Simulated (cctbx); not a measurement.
**What is wrong with this refinement?**

Cell a = 6.6610 Å, b = 6.6610 Å, c = 9.5450 Å, α = 90.00°, β = 90.00°, γ = 90.00°; space group I4mm (no. 107).

The data are simulated with cctbx, not measured: Mo Kα, λ = 0.71073 Å, to d = 0.77 Å, 50 % of the full sphere, strongest reflection 40000 counts, noise from counting, a 1.5 % proportional error and a noise floor of 8 counts (s.d.); no absorption, and some extinction, which the refinements don't model.

An anisotropic refinement with weights 1/σ² prints:

```text
Rint 0.016, 305 unique reflections to 0.77 A
cycle     R1     wR2    GooF  max shift (A)
   1  0.0176  0.0425   2.484   0.00540
   2  0.0093  0.0208   1.219   0.00002
final R1 0.0093 wR2 0.0208 GooF 1.219  parameters 20  data/parameter 15.2
atom        x        y        z      Ueq    occ   su(xyz)  su(Uiso or U11)
Bi1    0.00000  0.00000  0.46396   0.0121  1.000  0.00004  0.0001
Ba1    0.50000  0.50000  0.48135   0.0088  1.000  0.00006  0.0001
Fe1    0.00000  0.50000  0.25000   0.0098  1.000  0.00009  0.0003
S1     0.00000  0.50000  0.00704   0.0105  1.000  0.00014  0.0006
Si1    0.24229  0.24229  0.26732   0.0173  1.000  0.00013  0.0004
difference map: max 0.52 min -0.55 rms 0.12
Q1    0.2275  0.2275  0.7136    8    0.53  0.59 A from Si1
Q2    0.0000  0.2680  0.3084    8    0.23  1.64 A from Fe1
Q3    0.0000  0.3091  0.7281    8    0.20  1.29 A from Fe1
Q4    0.0000  0.1032  0.1187    8    0.20  1.48 A from Ba1
Q5    0.0973  0.1952  0.5868   16    0.16  1.87 A from Bi1
Q6    0.0000  0.4387  0.5891    8    0.16  0.88 A from S1
```

Q: Accept it or mend it, and why?

Mend it. The fault: wrong element: Si1 is S. Against the right model at the same level, R1 goes from 0.0076 to 0.0093 and GooF from 0.98 to 1.22 and U of Si1 shrinks from 0.0238 to 0.0173 Å². Si1 has 2 electrons too few and its U shrinks to make up, as expected (near an absorption edge f′ can widen the mismatch well beyond the difference in Z). The signs are weak, and the output alone doesn't single this fault out.

The compound is BaFe2BiS6. The right model at the same level gives:

```text
Rint 0.016, 305 unique reflections to 0.77 A
cycle     R1     wR2    GooF  max shift (A)
   1  0.0129  0.0295   1.727   0.00311
   2  0.0076  0.0167   0.979   0.00001
final R1 0.0076 wR2 0.0167 GooF 0.979  parameters 20  data/parameter 15.2
atom        x        y        z      Ueq    occ   su(xyz)  su(Uiso or U11)
Bi1    0.00000  0.00000  0.46394   0.0122  1.000  0.00003  0.0001
Ba1    0.50000  0.50000  0.48137   0.0088  1.000  0.00005  0.0001
Fe1    0.00000  0.50000  0.25002   0.0099  1.000  0.00007  0.0003
S1     0.00000  0.50000  0.00700   0.0104  1.000  0.00011  0.0005
S2     0.24238  0.24238  0.26754   0.0238  1.000  0.00010  0.0003
Flack x: -0.010(3)
Hooft y: -0.001(4)  Bijvoet pairs: 137
difference map: max 0.30 min -0.39 rms 0.07
Q1    0.0000  0.3179  0.7286    8    0.33  1.23 A from Fe1
Q2    0.0000  0.2688  0.3055    8    0.28  1.63 A from Fe1
Q3    0.0000  0.2880  0.1549    8    0.20  1.68 A from Fe1
Q4    0.0896  0.2158  0.0201   16    0.18  1.60 A from Ba1
Q5    0.0000  0.1023  0.1261    8    0.18  1.54 A from Ba1
Q6    0.0000  0.2663  0.6206    8    0.17  1.90 A from S1
```

The model is made up (kin elements in a known structure type, no relaxation), so it says nothing on whether the phase exists.

[Middle refinement cycles are left out of these outputs.]

[Logs are printed without paths, hosts, clocks, repeated set-up lines and the standing remarks that a program may print on its own settings, such as how far it seeks lower states.]
